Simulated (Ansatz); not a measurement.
# Bands, cutoff and cost in G0W0 for LiMgOF (rocksalt [001] superlattice)

How do accuracy and time trade against each other in G0W0 on LiMgOF (rocksalt [001] superlattice)?

Method: G0W0 on LDA, plane waves, PAW; PAW set soft_1, in Ansatz 0.2.0.

**1. Set-up**

The cell holds 16 atoms: 4 Li, 4 F, 4 Mg and 4 O. Its edges and angles: a = 2.893 Å, b = 2.893 Å, c = 16.062 Å, α = 90.0°, β = 90.0°, γ = 90.0°. It derives from LiF. Regions: LiF, 8 atoms (4 Li and 4 F); MgO, 8 atoms (4 Mg and 4 O). The structure's axis is c.

The structure was relaxed with LDA. The runs that relaxed it are not among those shown.

**2. 89 empty bands, screening to 44 eV**

Now the one-shot GW correction: screening in the RPA, then the self-energy of the levels asked for. This step takes PAW set soft_1 files.

Contents of input.yaml:

```yaml
crystal:
  lattice:
    - [2.8929662, 0.0, 0.0]
    - [0.0, 2.8929662, 0.0]
    - [0.0, 0.0, 16.0624216673]
  atoms:
    - { symbol: Li, position: [0.0, 0.0, 0.0617659321] }
    - { symbol: F, position: [0.5, 0.5, 0.0646433346] }
    - { symbol: Li, position: [0.5, 0.5, 0.1827106702] }
    - { symbol: F, position: [0.0, 0.0, 0.1819070476] }
    - { symbol: Li, position: [0.0, 0.0, 0.3000997508] }
    - { symbol: F, position: [0.5, 0.5, 0.3009014273] }
    - { symbol: Li, position: [0.5, 0.5, 0.4210494439] }
    - { symbol: F, position: [0.0, 0.0, 0.4181744721] }
    - { symbol: Mg, position: [0.0, 0.0, 0.5460271953] }
    - { symbol: O, position: [0.5, 0.5, 0.5443866338] }
    - { symbol: Mg, position: [0.5, 0.5, 0.6758229134] }
    - { symbol: O, position: [0.0, 0.0, 0.6761409383] }
    - { symbol: Mg, position: [0.0, 0.0, 0.8070010214] }
    - { symbol: O, position: [0.5, 0.5, 0.8066853745] }
    - { symbol: Mg, position: [0.5, 0.5, 0.936786439] }
    - { symbol: O, position: [0.0, 0.0, 0.9384317371] }
kpoints:
  mp_grid: { grid: [6, 6, 2] }
hamiltonian:
  xc: lda
  pseudopotentials: { kind: paw, azcp: { folder: soft_1 }, xc_functional: pbe }
scf:
  occupations: { method: fixed }
gw:
  n_empty_bands: 89
  ecut_chi: 44
  qp_bands: [v4, c4]
  qp_kpoints: band_edges
  screening: { model: contour_deformation }
```

Command:

```
$ ansatz run input.yaml --threads 4 --pin off --max-ram 17510MiB --backend cpu --events-out ev --progress --plain --runs-dir out
```

Numbers of over 12 decimals in the logs are rounded to 6 here.

What it wrote:

```text
Warning: the atoms were moved onto the symmetric positions of the space group found under crystal.symmetry.tolerance 1.0e-5 (fractional; no operation is sought that the atoms, as they stand in a round, miss by more than twice it, and no atom is moved by as much as it), and the run uses the moved positions. Before a round's move an operation carried an atom to 1.53e-4 Å from where it should land, the largest such dist [...]
Engine: ansatz 0.2.0, aarch64-unknown-linux-gnu
Pseudopotentials: kind: paw
Pseudopotential: Li, paw, valence charge 3, recommended cutoff 420 eV (normal), soft_1/Li.paw.azcp
Pseudopotential: F, paw, valence charge 7, recommended cutoff 420 eV (normal), soft_1/F.paw.azcp
Pseudopotential: Mg, paw, valence charge 10, recommended cutoff 420 eV (normal), soft_1/Mg.paw.azcp
Pseudopotential: O, paw, valence charge 6, recommended cutoff 420 eV (normal), soft_1/O.paw.azcp
Functional definition: SPW92
  exchange = slater_x
  correlation = pw_c
Crystal: 16 atoms, lattice volume = 134.430 Å³
Basis set: ecut = 420 eV, 2617 PW (Γ)
Bands: 68, of which v1, the nominal top of the filled ones, is band 52 counted from 1 (51 counted from 0)
Symmetry: 16 space group operations
Space group: P4/nmm (ITA 129), of the structure as read, at distance tolerance 5.1e-5 Å
k-points: 20 of 72
Non-local potential: Li, projectors of the file, l = 0: 3, l = 1: 2, l = 2: 1
Non-local potential: F, projectors of the file, l = 0: 2, l = 1: 2, l = 2: 1
Non-local potential: Mg, projectors of the file, l = 0: 3, l = 1: 2, l = 2: 1
Non-local potential: O, projectors of the file, l = 0: 2, l = 1: 2, l = 2: 1
PAW form: soft (Blöchl's): semilocal exchange-correlation on the pseudo side does not see the compensation charge
PAW frozen core: F, regenerated for the run's functional, and the local potential with it (the file was generated under x = pbe(κ = 0.804, μ = 0.219515), c = pbe(β = 0.066725))
PAW frozen core: Mg, regenerated for the run's functional, and the local potential with it (the file was generated under x = pbe(κ = 0.804, μ = 0.219515), c = pbe(β = 0.066725))
PAW frozen core: O, regenerated for the run's functional, and the local potential with it (the file was generated under x = pbe(κ = 0.804, μ = 0.219515), c = pbe(β = 0.066725))
PAW one-centre angular grid: Li, 110 points (default); XC on 64 Gauss nodes
PAW one-centre angular grid: F, 110 points (default); XC on 64 Gauss nodes
PAW one-centre angular grid: Mg, 110 points (default); XC on 64 Gauss nodes
PAW one-centre angular grid: O, 110 points (default); XC on 64 Gauss nodes
Initial density: superposition of atomic densities (chi_scale 0.1, normalization cell, long waves of neutral atoms (reshape's long-wave potential 20.38 eV rms, cloud 2.07 Å wide))
Initial wavefunctions: pseudopotential atomic-orbital guess
Functional: x = slater, c = lda
SCF iter   1: F=—  HF=-13840.979922 eV  |F-HF|=—  |Δ(HF+E_count)|=         —  Δρ=1.53e-1  dr2=2.26e1  ethr=3.10e-3  ⟨swp⟩=5.2  Hψ=5062  notcnv=0  defer=257
preconditioner: auto → Resta (q_TF=auto, 2.614 Å⁻¹)  ε∞=3.2  [insulator: Δε(μ)=4.376 eV  Ē_g=17.095 eV  n_scr=40 (ndim 8)  ℏωp=25.6 eV  f_vac=0.000  ε∞_Penn≈3.2]
SCF iter   2: F=—  HF=-13835.186616 eV  |F-HF|=—  |Δ(HF+E_count)|=    5.79e0  Δρ=5.60e-2  dr2=2.35e0  ethr=3.10e-3  ⟨swp⟩=3.1  Hψ=2684  notcnv=0  defer=261
SCF iter   3: F=—  HF=-13834.855077 eV  |F-HF|=—  |Δ(HF+E_count)|=   3.32e-1  Δρ=2.45e-2  dr2=6.96e-1  ethr=2.26e-3  ⟨swp⟩=2.0  Hψ=1987  notcnv=0  defer=247
SCF iter   4: F=—  HF=-13834.732594 eV  |F-HF|=—  |Δ(HF+E_count)|=   1.22e-1  Δρ=5.61e-3  dr2=3.08e-2  ethr=6.69e-4  ⟨swp⟩=2.8  Hψ=2180  notcnv=0  defer=274
SCF iter   5: F=—  HF=-13834.726496 eV  |F-HF|=—  |Δ(HF+E_count)|=   6.10e-3  Δρ=2.51e-3  dr2=6.33e-3  ethr=2.96e-5  ⟨swp⟩=2.2  Hψ=2228  notcnv=0  defer=280
SCF iter   6: F=—  HF=-13834.725154 eV  |F-HF|=—  |Δ(HF+E_count)|=   1.34e-3  Δρ=7.23e-4  dr2=4.70e-4  ethr=6.08e-6  ⟨swp⟩=2.5  Hψ=1827  notcnv=0  defer=280
SCF iter   7: F=—  HF=-13834.725153 eV  |F-HF|=—  |Δ(HF+E_count)|=   1.93e-6  Δρ=1.51e-4  dr2=2.46e-5  ethr=4.52e-7  ⟨swp⟩=2.0  Hψ=1714  notcnv=0  defer=280
SCF iter   8: F=—  HF=-13834.725148 eV  |F-HF|=—  |Δ(HF+E_count)|=   4.71e-6  Δρ=7.23e-5  dr2=5.12e-6  ethr=2.36e-8  ⟨swp⟩=2.0  Hψ=1887  notcnv=0  defer=219
SCF iter   9: F=—  HF=-13834.725147 eV  |F-HF|=—  |Δ(HF+E_count)|=   1.01e-6  Δρ=1.52e-5  dr2=2.75e-7  ethr=4.92e-9  ⟨swp⟩=2.0  Hψ=1666  notcnv=0  defer=219
SCF iter  10: F=-13834.725147 eV  HF=-13834.725147 eV  |F-HF|=6.11e-9  |Δ(HF+E_count)|=   5.84e-8  Δρ=2.77e-6  dr2=1.01e-8  ethr=9.62e-11  ⟨swp⟩=13.3  Hψ=6644  notcnv=0
SCF 1 converged in 10 iterations: F = -13834.725147 eV  dr2 = 1.01e-8
  greatest PAW one-centre occupation: 1.000 electrons in one spin orbital (limit 2), on the Mg atom at site 14 (counted from 0), in its partial waves of l = 1
NSCF: frozen V_eff on 20 k-points
G₀W₀ screening: q 1/20
[... further progress lines ...]
SCF converged after 10 iterations
Free energy (F): -13834.725147 eV
Harris-Foulkes:  -13834.725147 eV  (|F-HF|=6.11e-9)
Internal energy: -13834.725147 eV  (E = F + TS)
E sigma→0 (E₀):  -13834.725147 eV
Fermi energy:    6.043682 eV
--- Per-component energies (eV) ---
  E_band       = -1655.772399
  E_kinetic    = 1835.055336
  E_local      = -12041.310838  (includes V_loc(G=0)·N_el)
  E_nonlocal   = 1279.226951
  E_hartree    = 4469.319994
  E_xc         = -739.782771
  E_vxc        = -956.556492  (∫ρ·V_xc dr)
  E_paw        = -2579.206438  (= ΣΔE_a)
  E_vpaw       = -710.836050  (= ΣTr[D̂ρ^β])
  E_aug_tail   = 0.007282  (compensation charges beyond the density's cutoff)
  E_ewald      = -6059.477274
  E_core_change = 1.442610  (= ΣΔE_core)
  E_smearing   = -0.000000  (= −TS)
  E_closure    = -0.000000  (closes the sum)
  Σ components = -13834.725147   (vs F -13834.725147, Δ=0.00e0)
--- Band table (eV; the first three rows and the last of 20) ---
  k-point 0: bands = [... 48 lower, 5.7743, 5.7743, 6.0437, 6.0437, 11.6556, 12.6342, 12.8561, 14.6745, ... 12 higher]
  k-point 1: bands = [... 48 lower, 5.7742, 5.7742, 6.0437, 6.0437, 11.7150, 12.2934, 13.5140, 13.8014, ... 12 higher]
  k-point 2: bands = [... 48 lower, 5.4908, 5.7538, 5.8340, 5.9760, 12.5364, 13.1171, 13.2094, 14.7516, ... 12 higher]
  k-point 19: bands = [... 48 lower, 4.4927, 4.4927, 4.9725, 4.9725, 15.4938, 15.4938, 16.5829, 16.5829, ... 12 higher]
--- G₀W₀: contour deformation, 5 samples at zero and on the imaginary axis and 2 off it, 72 q-points, 89 empty bands' worth ---
  eigenvalues of the whole cell's RPA ε∞ on this k-mesh (on a slab, of 1 + 4πα/V) = 2.4736, 2.5869, 2.5869; static W/v taken at q = 0 is 0.386481
  bands read: the sum over 141 bands ends inside a degenerate multiplet in 8 slots, whose members it reads at an even weight; the widest, k=6: bands 141 to 142 (counted from 1) at 1/2 each
  gw.qp_kpoints: band_edges: 12 of 20 stored k-points solved, in 1 pass; an edge of the gap read off the rows below is read off those points alone
    valence top: of the k-points left out ik 11 came nearest to being solved in a further pass, in band 52 (counted from 1, as in the quasiparticle table): it holds the edge there only if its correction is more favourable than any solved in that band by at least 0.586 eV; those differ by 0.253 eV
    conduction bottom: of the k-points left out ik 10 came nearest to being solved in a further pass, in band 53 (counted from 1, as in the quasiparticle table): it holds the edge there only if its correction is more favourable than any solved in that band by at least 2.729 eV; those differ by 0.454 eV
    ik  band        ε_KS         Σx   Σc(E_QP)       V_xc       Z   E_QP_lin       E_QP  E_QP is
     0    49      5.7743   -26.3256     4.5188   -20.7800  0.8110     4.7381     4.7474  root
     0    50      5.7743   -26.3256     4.5188   -20.7800  0.8110     4.7381     4.7474  root
     0    51      6.0437   -26.5743     4.5080   -21.1254  0.8122     5.0954     5.1029  root
     0    52      6.0437   -26.5743     4.5080   -21.1254  0.8122     5.0954     5.1029  root
     0    53     11.6556   -10.0740    -3.4564   -15.3744  0.8641    13.5190    13.4995  root
     0    54     12.6342   -10.2844    -3.4231   -15.7556  0.8611    14.7085    14.6822  root
     0    55     12.8561    -9.0111    -3.4293   -14.5659  0.8705    15.0093    14.9816  root
     0    56     14.6745   -10.6112    -3.6460   -16.6421  0.8522    17.1024    17.0593  root
     1    49      5.7742   -26.3265     4.5187   -20.7810  0.8110     4.7381     4.7474  root
     1    50      5.7742   -26.3265     4.5187   -20.7810  0.8110     4.7381     4.7474  root
     1    51      6.0437   -26.5739     4.5080   -21.1250  0.8122     5.0953     5.1028  root
     1    52      6.0437   -26.5739     4.5080   -21.1250  0.8122     5.0953     5.1028  root
     1    53     11.7150   -10.4059    -3.4476   -15.6982  0.8620    13.5791    13.5596  root
     1    54     12.2934    -9.1128    -3.4225   -14.5538  0.8697    14.3364    14.3119  root
     1    55     13.5140   -10.0654    -3.4807   -15.7661  0.8623    15.7664    15.7340  root
     1    56     13.8014   -10.0687    -3.5072   -15.8238  0.8587    16.0841    16.0492  root
     2    49      5.4908   -25.9696     4.5128   -20.4064  0.8107     4.4306     4.4404  root
     2    50      5.7538   -26.2649     4.5323   -20.7093  0.8107     4.7213     4.7305  root
     2    51      5.8340   -26.1598     4.4814   -20.7067  0.8117     4.8542     4.8623  root
     2    52      5.9760   -26.4819     4.5281   -21.0052  0.8117     5.0196     5.0273  root
     2    53     12.5364   -10.3043    -3.4135   -15.7263  0.8611    14.5695    14.5449  root
     2    54     13.1171    -9.7861    -3.4807   -15.3903  0.8612    15.2698    15.2405  root
     2    55     13.2094    -9.0363    -3.4664   -14.6805  0.8680    15.4169    15.3871  root
     2    56     14.7516    -9.6328    -3.6582   -15.6474  0.8554    17.1494    17.1080  root
[...]
19    49      4.4927   -25.1107     4.6246   -19.3440  0.8039     3.3377     3.3506  root
    19    50      4.4927   -25.1107     4.6246   -19.3440  0.8039     3.3377     3.3506  root
    19    51      4.9725   -25.2252     4.5645   -19.4674  0.8064     3.7653     3.7792  root
    19    52      4.9725   -25.2252     4.5645   -19.4674  0.8064     3.7653     3.7792  root
    19    53     15.4938    -4.8040    -3.6567   -10.5475  0.8655    17.6094    17.5806  root
    19    54     15.4938    -4.8040    -3.6567   -10.5475  0.8655    17.6094    17.5806  root
    19    55     16.5829    -6.5257    -3.7346   -12.6181  0.8573    18.9843    18.9406  root
    19    56     16.5829    -6.5257    -3.7346   -12.6181  0.8573    18.9843    18.9406  root
```

Run time: 2.1 min. Hardware: 4 threads of Arm Neoverse V2, shared host; peak memory 0.65 GiB.

The column dr2 measures how far the density is from self-consistency, as an energy; F and HF (Harris–Foulkes) agree once it is small.

Numbers from this step:

```yaml
bands_summed: 141
rpa_eps_infinity_on_this_mesh_eigenvalues: 2.474, 2.587, 2.587
plane_waves_in_the_screening_matrix: 97
q_points_in_the_mesh: 72
g0w0_gap_on_the_mesh: 8.397 eV
k_of_the_valence_top: 0, 0, 0
k_of_the_conduction_bottom: 0, 0, 0
starting_gap_on_the_mesh: 5.612 eV
z_at_the_valence_top: 0.8122
z_at_the_conduction_bottom: 0.8641
least_direct_g0w0_gap_on_the_computed_points: 8.397 eV
```

The gap on the mesh goes from 5.61 eV to 8.40 eV, a correction of +2.78 eV. Between the two edge states, bare exchange in place of the xc potential would open the gap by 10.75 eV, and correlation takes back 7.96 eV.

**3. 352 empty bands, screening to 110 eV**

Bands and screening cutoff are moved together, since each hides the error of the other.

input.yaml, as its differences from that of step 2:

```diff
@@ -30,4 +30,4 @@
 gw:
-  n_empty_bands: 89
-  ecut_chi: 44
+  n_empty_bands: 352
+  ecut_chi: 110.0
   qp_bands: [v4, c4]
```

What it wrote:

```text
[...]
Crystal: 16 atoms, lattice volume = 134.430 Å³
Basis set: ecut = 420 eV, 2617 PW (Γ)
Bands: 68, of which v1, the nominal top of the filled ones, is band 52 counted from 1 (51 counted from 0)
[... 1 set-up line as in the run before ...]
[...]
k-points: 20 of 72
[...]
SCF iter   1: F=—  HF=-13840.979922 eV  |F-HF|=—  |Δ(HF+E_count)|=         —  Δρ=1.53e-1  dr2=2.26e1  ethr=3.10e-3  ⟨swp⟩=5.2  Hψ=5062  notcnv=0  defer=257
[...]
SCF iter  10: F=-13834.725147 eV  HF=-13834.725147 eV  |F-HF|=6.11e-9  |Δ(HF+E_count)|=   5.84e-8  Δρ=2.77e-6  dr2=1.01e-8  ethr=9.62e-11  ⟨swp⟩=13.3  Hψ=6644  notcnv=0
SCF 1 converged in 10 iterations: F = -13834.725147 eV  dr2 = 1.01e-8
[...]
NSCF: frozen V_eff on 20 k-points
G₀W₀ screening: q 1/20
[... further progress lines ...]
SCF converged after 10 iterations
Free energy (F): -13834.725147 eV
[...]
Internal energy: -13834.725147 eV  (E = F + TS)
E sigma→0 (E₀):  -13834.725147 eV
Fermi energy:    6.043682 eV
[...]
--- Band table (eV; the first three rows and the last of 20) ---
  k-point 0: bands = [... 48 lower, 5.7743, 5.7743, 6.0437, 6.0437, 11.6556, 12.6342, 12.8561, 14.6745, ... 12 higher]
  k-point 1: bands = [... 48 lower, 5.7742, 5.7742, 6.0437, 6.0437, 11.7150, 12.2934, 13.5140, 13.8014, ... 12 higher]
  k-point 2: bands = [... 48 lower, 5.4908, 5.7538, 5.8340, 5.9760, 12.5364, 13.1171, 13.2094, 14.7516, ... 12 higher]
  k-point 19: bands = [... 48 lower, 4.4927, 4.4927, 4.9725, 4.9725, 15.4938, 15.4938, 16.5829, 16.5829, ... 12 higher]
[...]
0    49      5.7743   -26.3256     4.2555   -20.7800  0.8012     4.4702     4.4841  root
     0    50      5.7743   -26.3256     4.2555   -20.7800  0.8012     4.4702     4.4841  root
     0    51      6.0437   -26.5743     4.2368   -21.1254  0.8017     4.8199     4.8316  root
     0    52      6.0437   -26.5743     4.2368   -21.1254  0.8017     4.8199     4.8316  root
     0    53     11.6556   -10.0740    -3.6797   -15.3744  0.8578    13.2897    13.2762  root
     0    54     12.6342   -10.2844    -3.6813   -15.7556  0.8545    14.4423    14.4241  root
     0    55     12.8561    -9.0111    -3.6802   -14.5659  0.8655    14.7504    14.7307  root
     0    56     14.6745   -10.6112    -3.9614   -16.6421  0.8447    16.7733    16.7440  root
[...]
19    53     15.4938    -4.8040    -4.1275   -10.5475  0.8622    17.1259    17.1098  root
    19    54     15.4938    -4.8040    -4.1275   -10.5475  0.8622    17.1259    17.1098  root
    19    55     16.5829    -6.5257    -4.1518   -12.6181  0.8517    18.5508    18.5234  root
    19    56     16.5829    -6.5257    -4.1518   -12.6181  0.8517    18.5508    18.5234  root
```

It took 15 min on 4 threads; peak memory 1.7 GiB; 58 min of CPU time.

This step gave:

| Item | Value |
| --- | --- |
| bands summed | 404 |
| RPA ε∞ on this mesh (eigenvalues) | 2.473, 2.582, 2.582 |
| plane waves in the screening matrix | 375 |
| q-points in the mesh | 72 |
| G0W0 gap on the mesh | 8.445 eV |
| k of the valence top | 0, 0, 0 |
| k of the conduction bottom | 0, 0, 0 |
| starting gap on the mesh | 5.612 eV |
| Z at the valence top | 0.8017 |
| Z at the conduction bottom | 0.8578 |
| least direct G0W0 gap on the computed points | 8.445 eV |

Against the run with 6×6×2 mesh, 89 empty bands, screening to 44 eV, PAW set soft_1 files, the gap moves by +0.05 eV.

**4. Convergence and cost**

Times are wall times on 4 threads of Arm Neoverse V2, shared host, good to a factor of about two.

```tsv
mesh	files	frequency	bands summed	cutoff (eV)	start (eV)	G0W0 (eV)	time	host memory (GiB)
6×6×2	PAW set soft_1	contour deformation	141	44	5.612	8.397	2.1 min	0.65
6×6×2	PAW set soft_1	contour deformation	404	110	5.612	8.445	15 min	1.7
```

How the two edges are built up, in eV (the quasiparticle level is the starting level plus Σx plus Σc less Vxc):

```tsv
run	edge	start	Σx	Σc	Vxc	Z	QP
141 bands	valence top	6.04	-26.57	4.51	-21.13	0.81	5.10
141 bands	conduction bottom	11.66	-10.07	-3.46	-15.37	0.86	13.50
404 bands	valence top	6.04	-26.57	4.24	-21.13	0.80	4.83
404 bands	conduction bottom	11.66	-10.07	-3.68	-15.37	0.86	13.28
```

**5. What came out**

- 141 bands, 44 eV: 8.397 eV
- 404 bands, 110 eV: 8.445 eV
- estimated limit in bands and cutoff: 8.47 eV
- mesh and start: 6×6×2, LDA

A line in one over the bands through the two rungs gives 8.47 eV, +0.03 eV from the top rung; with two points alone it is an unchecked estimate. The rungs stand 0.07 eV (141 bands) and 0.03 eV (404 bands) from it. From 141 to 404 bands the gap moves by +0.05 eV while the time grows 7.2-fold. Σc changes by −0.27 eV at the valence top and −0.22 eV at the conduction bottom, so the levels themselves move more than the gap between them.

[Paths, hosts, dates, memory and timing lines, banners, echoed tables and standing remarks are left out of the program output.]

[Logs are printed without paths, hosts, clocks, repeated set-up lines and the standing remarks that a program may print on its own settings, such as how far it seeks lower states.]

[Runs of the session that timed out or met a known fault of the program may be left out.]

[Cells called generated may have been cut or substituted from an entry of the Crystallography Open Database or the Materials Project.]

[Hosts, paths, dates, database ids (printed as entryN), source tags and the programs' standing remarks are cut or masked in the printed files.]
